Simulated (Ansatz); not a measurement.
**Al2GaP3O12 (C2):Al_P (site 1), thermodynamic levels from a 72-atom cell**

Charge states of Al_P (site 1) in Al2GaP3O12 (C2), set against the band edges. Model: a cell of 72 host atoms with 1 P taken out and 1 Al put in.

Calculated with Ansatz 0.2.0; place-levels on PBEsol runs: charge-transition levels and formation energies with image-charge correction and potential alignment at the atomic sites.

**1. The structure**

The cell holds 72 atoms: 9 Al, 4 Ga, 11 P and 48 O. Cell: a = 9.916 Å, b = 9.916 Å, c = 11.035 Å, α = 90.6°, β = 90.6°, γ = 60.3°. It derives from Al2GaP3O12 (space group C2). Nearest the centre at fractional (0.498, 0.732, 0.333): Al24 at 0.00 Å, O71 at 1.53 Å, O26 at 1.54 Å, O64 at 1.54 Å, O33 at 1.54 Å, Al19 at 3.10 Å, Ga21 at 3.10 Å, Ga57 at 3.11 Å.

Structure file:

```xyz
72
Lattice="8.5754 -4.9779 -0.0427 8.5754 4.9779 -0.0427 -0.0839 0.0000 11.0343" Properties=species:S:1:pos:R:3 pbc="T T T"
Al    6.5830    1.1542    1.8145
Al    1.9086    1.1542    9.1771
Ga    4.2458    0.1649    5.4958
P     4.2877    0.1560   -0.0214
P     2.2619   -1.3238    7.3527
P     6.2296   -1.3238    3.6389
O     5.6028    1.2141    6.1144
O     6.7913   -0.4282    2.5223
O     4.7286   -0.7388    9.8798
O     2.8887    1.2141    4.8772
O     1.7002   -0.4282    8.4693
O     3.7629   -0.7388    1.1118
O     5.3988    1.0608    0.5290
O     6.7076   -0.2625    7.8694
O     4.8330   -0.8364    4.0824
O     3.0927    1.0608   10.4626
O     1.7840   -0.2625    3.1222
O     3.6585   -0.8364    6.9092
Al   10.8707    3.6432    1.7932
Al    6.1963    3.6432    9.1557
Ga    8.5335    2.6539    5.4744
P     8.5754    2.6450   -0.0427
P     6.5496    1.1652    7.3313
Al   10.5174    1.1652    3.6175
O     9.8905    3.7031    6.0931
O    11.0791    2.0608    2.5010
O     9.0163    1.7502    9.8584
O     7.1764    3.7031    4.8558
O     5.9879    2.0608    8.4479
O     8.0506    1.7502    1.0905
O     9.6865    3.5498    0.5077
O    10.9953    2.2265    7.8480
O     9.1207    1.6526    4.0611
O     7.3804    3.5498   10.4412
O     6.0717    2.2265    3.1008
O     7.9463    1.6526    6.8878
Al   10.8707   -1.3348    1.7932
Al    6.1963   -1.3348    9.1557
Ga    8.5335   -2.3241    5.4744
P     8.5754   -2.3330   -0.0427
P     6.5496   -3.8128    7.3313
P    10.5174   -3.8128    3.6175
O     9.8905   -1.2749    6.0931
O    11.0791   -2.9172    2.5010
O     9.0163   -3.2278    9.8584
O     7.1764   -1.2749    4.8558
O     5.9879   -2.9172    8.4479
O     8.0506   -3.2278    1.0905
O     9.6865   -1.4282    0.5077
O    10.9953   -2.7515    7.8480
O     9.1207   -3.3253    4.0611
O     7.3804   -1.4282   10.4412
O     6.0717   -2.7515    3.1008
O     7.9463   -3.3253    6.8878
Al   15.1584    1.1542    1.7718
Al   10.4840    1.1542    9.1343
Ga   12.8212    0.1649    5.4531
P    12.8631    0.1560   -0.0641
P    10.8373   -1.3238    7.3100
P    14.8051   -1.3238    3.5962
O    14.1782    1.2141    6.0717
O    15.3668   -0.4282    2.4796
O    13.3041   -0.7388    9.8370
O    11.4641    1.2141    4.8345
O    10.2756   -0.4282    8.4265
O    12.3383   -0.7388    1.0691
O    13.9742    1.0608    0.4863
O    15.2830   -0.2625    7.8267
O    13.4084   -0.8364    4.0397
O    11.6681    1.0608   10.4198
O    10.3594   -0.2625    3.0795
O    12.2340   -0.8364    6.8664
```

The host's dielectric constants go in as inputs: (2.54, 2.50, 2.55) for the electrons alone, (5.26, 4.93, 5.05) with the ions, from a response run on this crystal (DFPT, PBEsol) at that run's own cell.

The cell's shortest repeat is 9.9 Å.

**2. Charge states**

A transition level is the Fermi level at which two charge states cost the same, so each charge needs its own total energy, at its own relaxed structure.

Each atom starts 0.05 Å or so off its site in a random direction. Forces are taken at one point at (¼, ¼, ¼). The cell holds 2 electrons more than the neutral one, with a uniform background that keeps it neutral on the whole.

The sampling was tested on the host first: at the k-points planned (1x1x1 shifted 0.25 0.25 0.25) its energy lies 0.000 eV an atom from the dense-mesh value, under the bound of 0.02 eV set for this test; that bounds the host's error, not the defect's.

One of the inputs; charge, spin and start change from state to state.

The input, qm2.relax/input.yaml:

```yaml
crystal:
  lattice:
    - [4.28770641, -2.488974, -0.021359]
    - [4.28770641, 2.488974, -0.021359]
    - [-0.08386766, 0.0, 11.03430385]
  atoms:
    - { symbol: Al, position: [0.53742837, 1.00115911, 0.16742231] }
    - { symbol: Al, position: [-0.00115911, 0.46257163, 0.83257769] }
    - { symbol: Ga, position: [0.46687149, 0.53312851, 0.5] }
    - { symbol: P, position: [0.46866256, 0.53133744, 0.0] }
    - { symbol: P, position: [0.53622095, 0.00436425, 0.66739529] }
    - { symbol: P, position: [0.99563575, 0.46377905, 0.33260471] }
    - { symbol: O, position: [0.41491108, 0.90269527, 0.55667821] }
    - { symbol: O, position: [0.88023829, 0.7082051, 0.2316637] }
    - { symbol: O, position: [0.70861373, 0.41177823, 0.89753616] }
    - { symbol: O, position: [0.09730473, 0.58508892, 0.44332179] }
    - { symbol: O, position: [0.2917949, 0.11976171, 0.7683363] }
    - { symbol: O, position: [0.58822177, 0.29138627, 0.10246384] }
    - { symbol: O, position: [0.41696096, 0.8431612, 0.05038338] }
    - { symbol: O, position: [0.84192302, 0.73646143, 0.71622935] }
    - { symbol: O, position: [0.73524119, 0.39921406, 0.37217115] }
    - { symbol: O, position: [0.1568388, 0.58303904, 0.94961662] }
    - { symbol: O, position: [0.26353857, 0.15807698, 0.28377065] }
    - { symbol: O, position: [0.60078595, 0.26475881, 0.62782885] }
  supercell: [2, 2, 1]
  defects: [{ substitution: { at: 23, symbol: Al } }]
total_charge: -2
basis:
  ecutwfc: 420
  xc_grid: 2
hamiltonian:
  xc: pbesol
kpoints:
  mp_grid: { grid: [1, 1, 1], shift: [0.25, 0.25, 0.25] }
scf:
  occupations: { method: fixed }
  max_iter: 60
output:
  forces: true
  charged_corrections: { epsilon: [2.54, 2.5, 2.55], static_epsilon: [5.26, 4.93, 5.05] }
relax:
  f_tol: 0.02
  max_steps: 80
  random_displacement: { amplitude: 0.05, seed: 8369 }
checkpoint:
  write: "../qm2.relax.run"
  compress: false
  write_wavefunctions: true
  write_every: 100000
```

Command:

```bash
$ ansatz run input.yaml --threads 4 --pin off --max-ram 7536MiB --backend cpu --events-out ev --progress --plain --runs-dir out
```

The relaxed structure is kept and the sampling changed to a 2×2×2 shifted mesh.

The run of this state that the levels use, under PBEsol:

The input, qm2.point/input.yaml:

```yaml
crystal:
  checkpoint: "../qm2.relax.run"
  host: checkpoint
total_charge: -2
basis:
  ecutwfc: 420
  xc_grid: 2
hamiltonian:
  xc: pbesol
kpoints:
  mp_grid: { grid: [2, 2, 2], shift: [0.5, 0.5, 0.5] }
scf:
  occupations: { method: fermi_dirac, width: 0.01 }
  max_iter: 60
output:
  forces: true
  eigenvalues: true
  charged_corrections:
    epsilon: [2.54, 2.5, 2.55]
    static_epsilon: [5.26, 4.93, 5.05]
    defect_position: [0.497818, 0.73189, 0.332605]
  eigenstates: { localisation: true }
  populations: true
  band_densities: [{ bands: [v1, v1] }, { bands: [c1, c1] }]
  write_density: true
  write_potential: true
  volumetric_format: npy
  elf: true
checkpoint:
  read: "../qm2.relax.run"
  write: "../qm2.point.run"
  compress: false
  write_wavefunctions: false
  write_every: 100000
```

Relaxations under PBEsol at one point at (¼, ¼, ¼); times on 4 threads of Arm Neoverse V2, shared host:

```tsv
charge	moment (μB)	occupations	outcome	steps	largest displacement against the far atoms (Å)	time
−2	0	fixed	converged	9	0.44	86 s
−1	1	fixed	converged	10	0.37	4.3 min
0	0	fixed	not converged	-	-	34 s
0	0	fermi-dirac	converged	9	0.31	2.4 min
0	2	fixed	converged	14	0.30	6.4 min
```

Single points under PBEsol at a 2×2×2 shifted mesh; times on 4 threads of Arm Neoverse V2, shared host:

```tsv
charge	moment (μB)	occupations	outcome	time
−2	0	fermi-dirac	converged	66 s
−1	1	fermi-dirac	converged	3 min
0	0	fermi-dirac	converged	2 min
0	2	fermi-dirac	converged	3.4 min
```

Distances (Å) from Al24 to the nearest atoms after relaxation with PBEsol:

```tsv
charge	moment (μB)	1.	2.	3.	4.	5.	6.
−2	0	O 1.74	O 1.74	O 1.76	O 1.77	Ga 3.02	Al 3.05
−1	1	O 1.72	O 1.74	O 1.74	O 1.76	Ga 3.10	Al 3.12
0	0	O 1.73	O 1.74	O 1.74	O 1.75	Ga 3.16	Al 3.18
0	2	O 1.72	O 1.74	O 1.74	O 1.75	Ga 3.17	Ga 3.19
```

**3. Levels against the band edges, PBEsol**

A charged cell interacts with its images and the background, and its potential has another zero than the host's. place-levels removes the first by a point-charge model, screened by the static dielectric constant since the ions have relaxed around the charge, and the second by comparing potentials at atoms far from the defect.

The host is a run of the defect-free crystal in the same cutoffs, grids and k-points, so that basis and sampling errors cancel in part in the differences. The host is run in a cell of 18 atoms on a matching mesh. Its band edges are searched through the zone by a band path, so the gap is smaller than, or equal to, that on the mesh. Chemical potentials are energies per atom of P (black phosphorus) and Al (fcc), run with the same functional and cutoff.

The input, levels.point.yaml:

```yaml
host:
  run: host.point.run
states: [qm2.point.run, qm1_M1.point.run, q0.point.run, q0_M2.point.run]
geometry_from:
  qm2.point.run: qm2.relax.run
  qm1_M1.point.run: qm1_M1.relax.run
  q0.point.run: q0.relax_smeared.run
  q0_M2.point.run: q0_M2.relax.run
  host.point.run: host.relax.run
chemical_potentials:
  P:
    energy: -740.035931
    dataset: <sha256 of the dataset>
  Al:
    energy: -524.553864
    dataset: <sha256 of the dataset>
epsilon: [2.54, 2.5, 2.55]
static_epsilon: [5.26, 4.93, 5.05]
vertical:
  - { from: qm2.point.run, to: qm2.point_neutral.run }
  - { from: qm1_M1.point.run, to: qm1_M1.point_neutral.run }
```

Command:

```bash
$ ansatz place-levels levels.point.yaml -- --threads 4 --pin off --max-ram 7536MiB
```

Numbers of over 12 decimals in the logs are rounded to 6 here.

The program printed:

```text
[... repeated set-up lines and file paths are left out, and long positions are rounded to six places ...]
(0/-1) 0.833 eV above the valence edge, 4.273 eV under the conduction edge
(-1/-2) 2.316 eV above the valence edge, 2.791 eV under the conduction edge
formation energy of charge 0: +4.743 eV with the Fermi level at the valence edge
formation energy of charge -1: +5.576 eV with the Fermi level at the valence edge
formation energy of charge -2: +7.892 eV with the Fermi level at the valence edge
vertical -2 to 0: no energy, since no alignment is typed
  the change from vertical[0].from (qm2.point.run) to vertical[0].to (qm2.point_neutral.run): by its potential at epsilon [2.54, 2.5, 2.55] it stands at 0.503 0.733 0.328, with an rms radius of about 3.8 Å (2.1 1.9 2.5 Å across the planes of the cell's [...]
vertical -1 to 0: no energy, since no alignment is typed
  the change from vertical[1].from (qm1_M1.point.run) to vertical[1].to (qm1_M1.point_neutral.run): by its spins about the atoms it stands at 0.497 0.766 0.327, with an rms radius of about 2.4 Å (1.3 1.3 1.5 Å across the planes of the cell's vectors); [...]
  edges by pbesol, gap 5.107 eV; the host is sampled to repeats of 19.91 Å
  the defect's cells are sampled to repeats of 19.91 Å, like sampling
  charge 0: +0.000 eV for its dipole among its images, +0.000 omitted
  charge -1: -54804.7560 eV with its correction of +0.402 eV, at epsilon [5.26, 4.93, 5.05], aligned at sites: +0.0065 eV, mean over 33 atomic sites at or beyond 4.96 Å from the defect at [0.4978, 0.7319, 0.3326], with +0.006743 for the charge's moments and [...]
  charge -2: -54800.0640 eV with its correction of +1.497 eV, at epsilon [5.26, 4.93, 5.05], aligned at sites: +0.0696 eV, mean over 33 atomic sites at or beyond 4.96 Å from the defect at [0.4978, 0.7319, 0.3326], with +0.009649 for the charge's moments and [...]
  charge 0: states[2] (q0.point.run) stands 0.311 eV higher, with a moment of 0.00 μB against 2.00
  states[2] (q0.point.run): levels filled in part (TS 0.019 eV): its energy is of no whole electron's
  of states[3] (q0_M2.point.run): its displacements don't fall off away from the defect: farther atoms stand 0.073 Å off the host's places. [...]
  of states[1] (qm1_M1.point.run): its alignment with the host at atomic sites is doubtful: the mean over the far sites moves by -0.0853 eV from their farther parts to their nearer, more than 0.05 eV. [...]
  of states[0] (qm2.point.run): it parts from the run at its places by a charge that spreads by about 2.1 Å along one vector (1.5 Å or more is wide), by its potential at epsilon [2.54, 2.5, 2.55], taken for that of held ions (one typed too small widens it), [...]
  of states[2] (q0.point.run): its displacements don't fall off away from the defect: farther atoms stand 0.07 Å off the host's places. [...]
  of vertical[0].from (qm2.point.run): its displacements don't fall off away from the defect: farther atoms stand 0.076 Å off the host's places. [...]
  vertical[0].to (qm2.point_neutral.run): levels filled in part (TS 0.020 eV): its energy is of no whole electron's
  of vertical[0].to (qm2.point_neutral.run): its displacements don't fall off away from the defect: farther atoms stand 0.076 Å off the host's places. [...]
  of vertical[1].from (qm1_M1.point.run): its displacements don't fall off away from the defect: farther atoms stand 0.056 Å off the host's places. [...]
  vertical[1].to (qm1_M1.point_neutral.run): levels filled in part (TS 0.018 eV): its energy is of no whole electron's
  of vertical[1].to (qm1_M1.point_neutral.run): its displacements don't fall off away from the defect: farther atoms stand 0.056 Å off the host's places. [...]
```

It took 0.34 s on 4 threads of Arm Neoverse V2, shared host.

Under PBEsol the gap is 5.11 eV, (0/−1) 0.83, (−1/−2) 2.32 eV.

Levels between the charges placed, in eV above the valence top:

```tsv
	gap (eV)	(0/−1)	(−1/−2)
PBEsol	5.11	0.83	2.32
```

Corrections by state:

```tsv
charge	moment (μB)	image terms and alignment (eV)	band filling (eV)	ε used	over the lowest of its charge, as the program ranks them, band filling apart (eV)
0	2.0	0.000	-	-	0.000
−1	1.0	0.402	-	principal values (4.93, 5.05, 5.26)	0.000
−2	0.0	1.497	-	principal values (4.93, 5.05, 5.26)	0.000
0	0.0	0.000	-	-	0.311
```

The charged structures listed were also run neutral, and place-levels reads from each pair, by the potential or the spins, how wide the charge is by which they differ; that can be the carrier of either run.

```tsv
charge	rms radius (Å)	spread where it is widest against the cell (Å)	wide from (Å)	reading
−1	2.4	1.30	1.49	narrow
−2	3.8	2.13	1.49	wide
```

The neutral runs of these pairs need not share the spin of the lowest neutral state, and very wide values only mean spread over the cell.

From the program's caveats on the states, each cut to its opening words:

- charge 0 (2 μB): its displacements don't fall off away from the defect: farther atoms stand 0.073 Å off the host's places
- charge −1 (1 μB): its alignment with the host at atomic sites is doubtful: the mean over the far sites moves by -0.0853 eV from their farther parts to their nearer, more than [...]
- charge −1 (1 μB): its displacements don't fall off away from the defect: farther atoms stand 0.056 Å off the host's places
- charge −2: it parts from the run at its places by a charge that spreads by about 2.1 Å along one vector (1.5 Å or more is wide), by its potential at epsilon [2.54, 2.5, [...]
- charge −2: its alignment with the host at atomic sites is doubtful: the mean over the far sites moves by -0.1646 eV from their farther parts to their nearer, more than [...]
- charge −2: its displacements don't fall off away from the defect: farther atoms stand 0.076 Å off the host's places
- charge 0: its displacements don't fall off away from the defect: farther atoms stand 0.07 Å off the host's places

Chemical potentials of the elements' reference phases, run alike. Formation energy by charge state (elemental references; gap 5.11 eV):

```tsv
charge	at valence top (eV)	at conduction bottom (eV)	correction included (eV)
0	4.74	4.74	0.00
−1	5.58	0.47	0.40
−2	7.89	-2.32	1.50
```

```
Fermi level (eV)  lowest formation energy (eV)
            0.00                          4.74
            0.46                          4.74
            0.93                          4.65
            1.39                          4.18
            1.86                          3.72
            2.32                          3.25
            2.79                          2.32
            3.25                          1.39
            3.72                          0.46
            4.18                         -0.47
            4.64                         -1.39
            5.11                         -2.32
```

**4. place-levels, r2SCAN**

r2SCAN on the same structure is run to see how far the result rests on the functional, though not on the errors that semilocal functionals share; the sampling changes too, to one point at (¼, ¼, ¼), so differences hold both changes.

The input, qm2.r2scan/input.yaml:

```yaml
crystal:
  checkpoint: "../qm2.relax.run"
  host: checkpoint
total_charge: -2
basis:
  ecutwfc: 500
  xc_grid: 2
hamiltonian:
  xc: r2scan
kpoints:
  mp_grid: { grid: [1, 1, 1], shift: [0.25, 0.25, 0.25] }
scf:
  occupations: { method: fermi_dirac, width: 0.01 }
  max_iter: 60
output:
  forces: true
  eigenvalues: true
  charged_corrections:
    epsilon: [2.54, 2.5, 2.55]
    static_epsilon: [5.26, 4.93, 5.05]
    defect_position: [0.497818, 0.73189, 0.332605]
  eigenstates: { localisation: true }
  populations: true
checkpoint:
  write: "../qm2.r2scan.run"
  compress: false
  write_wavefunctions: false
  write_every: 100000
```

Run time: 35 s. Hardware: 4 threads; peak memory 2.3 GiB; 2.2 min of CPU time.

The input, levels.r2scan.yaml:

```yaml
host:
  run: host.r2scan.run
  levels_from: { run: edges.r2scan.run }
states: [qm2.r2scan.run, qm1_M1.r2scan.run, q0.r2scan.run, q0_M2.r2scan.run]
geometry_from:
  qm2.r2scan.run: qm2.relax.run
  qm1_M1.r2scan.run: qm1_M1.relax.run
  q0.r2scan.run: q0.relax_smeared.run
  q0_M2.r2scan.run: q0_M2.relax.run
  host.r2scan.run: host.relax.run
chemical_potentials:
  P:
    energy: -759.163824
    dataset: <sha256 of the dataset>
  Al:
    energy: -540.416008
    dataset: <sha256 of the dataset>
```

Command:

```bash
$ ansatz place-levels levels.r2scan.yaml -- --threads 4 --pin off --max-ram 7536MiB
```

The program printed:

```text
(0/-1) 1.070 eV above the valence edge, 4.791 eV under the conduction edge
(-1/-2) 2.569 eV above the valence edge, 3.293 eV under the conduction edge
formation energy of charge 0: +4.662 eV with the Fermi level at the valence edge
formation energy of charge -1: +5.733 eV with the Fermi level at the valence edge
formation energy of charge -2: +8.302 eV with the Fermi level at the valence edge
  edges by r2scan of host.levels_from (edges.r2scan.run), its mesh sampled to repeats of 33.10 Å (the valence edge +0.040 eV and the conduction edge -0.323 eV from those of the host's own run), gap 5.862 eV; the host is sampled to repeats of 9.96 Å
[... the lines on each state left out ...]
```

The job ended after 0.22 s (4 threads).

Under r2SCAN the gap is 5.86 eV, (0/−1) 1.07, (−1/−2) 2.57 eV; the stage before (PBEsol, at other k-points) gave a gap of 5.11 eV and levels within 0.25 eV of these.

**5. A changed set-up**

The levels are placed again with one choice changed, to see how much they rest on it.

levels.try0.yaml is levels.point.yaml with these lines changed:

```diff
-static_epsilon: [5.26, 4.93, 5.05]
+static_epsilon: [2.54, 2.5, 2.55]
```

Command:

```bash
$ ansatz place-levels levels.try0.yaml -- --threads 4 --pin off --max-ram 7536MiB
```

The program printed:

```text
(0/-1) 1.099 eV above the valence edge, 4.008 eV under the conduction edge
(-1/-2) 3.115 eV above the valence edge, 1.992 eV under the conduction edge
formation energy of charge 0: +4.743 eV with the Fermi level at the valence edge
formation energy of charge -1: +5.842 eV with the Fermi level at the valence edge
formation energy of charge -2: +8.956 eV with the Fermi level at the valence edge
vertical -2 to 0: no energy, since no alignment is typed
vertical -1 to 0: no energy, since no alignment is typed
  edges by pbesol, gap 5.107 eV; the host is sampled to repeats of 19.91 Å
[... the lines on each state left out ...]
```

The change: the electronic dielectric constant for relaxed ions.

Levels in eV above the valence top; the changed ones are not the defect's:

```tsv
	gap (eV)	(0/−1)	(−1/−2)
changed	5.11	1.10	3.11
as set up	5.11	0.83	2.32
```

The largest shift is 0.80 eV.

**6. The ladder**

Levels between neighbouring charges, in eV above each run's own valence top:

```tsv
	gap (eV)	(0/−1)	(−1/−2)	CPU time a state at this stage (restarts are quicker than cold starts)
PBEsol, 2×2×2 shifted mesh	5.11	0.83	2.32	9.2 min
r2SCAN on PBEsol structures, (¼, ¼, ¼)	5.86	1.07	2.57	5.2 min
```

**7. Summary of results**

| Quantity | Value |
| --- | --- |
| gap of the host | 5.11 eV (PBEsol) |
| level (0/minus 1) | 0.83 eV above the valence top |
| level (minus 1/minus 2) | 2.32 eV above the valence top |
| lowest of the charges placed, just above the valence top (0.02 eV) | 0 |
| lowest of the charges placed, just below the conduction bottom (0.02 eV) | −2 |
| lowest formation energy at mid-gap of the charges run, elemental references | 2.78 eV |

Of the charges placed (−2, −1 and 0), the lowest changes at 0.83 eV (0/−1) and 2.32 eV (−1/−2) above the valence top, in a gap of 5.11 eV. Charges above 0 and below −2 were not placed, so these runs say nothing of levels that involve them. States placed: 0 at 2 μB and 0 μB; −1 at 1 μB; −2 at 0 μB. Other spin states or structures, where not listed, weren't placed. The program doubts the alignment of potentials for at least one state, a sign that the cell is small. Limits: PBEsol makes the gap too small and tends to spread out bound carriers; where a gas molecule sets a chemical potential or the host's formation energy, its binding is uncorrected.

[Logs are printed without paths, hosts, clocks, repeated set-up lines and the standing remarks that a program may print on its own settings, such as how far it seeks lower states.]

[Hosts, paths, dates, database ids (printed as entryN), source tags and the programs' standing remarks are cut or masked in the printed files.]

[Where a table of states has a column of steps, it counts the stored structures, which are thinned; the runs took as many ionic steps or more.]

[A defect's name tells the site on which it was built; relaxed atoms can leave that site.]

[For some hosts the program warned that the k-mesh of the response run may be too coarse for force constants and the static dielectric constant; such warnings are not shown here.]
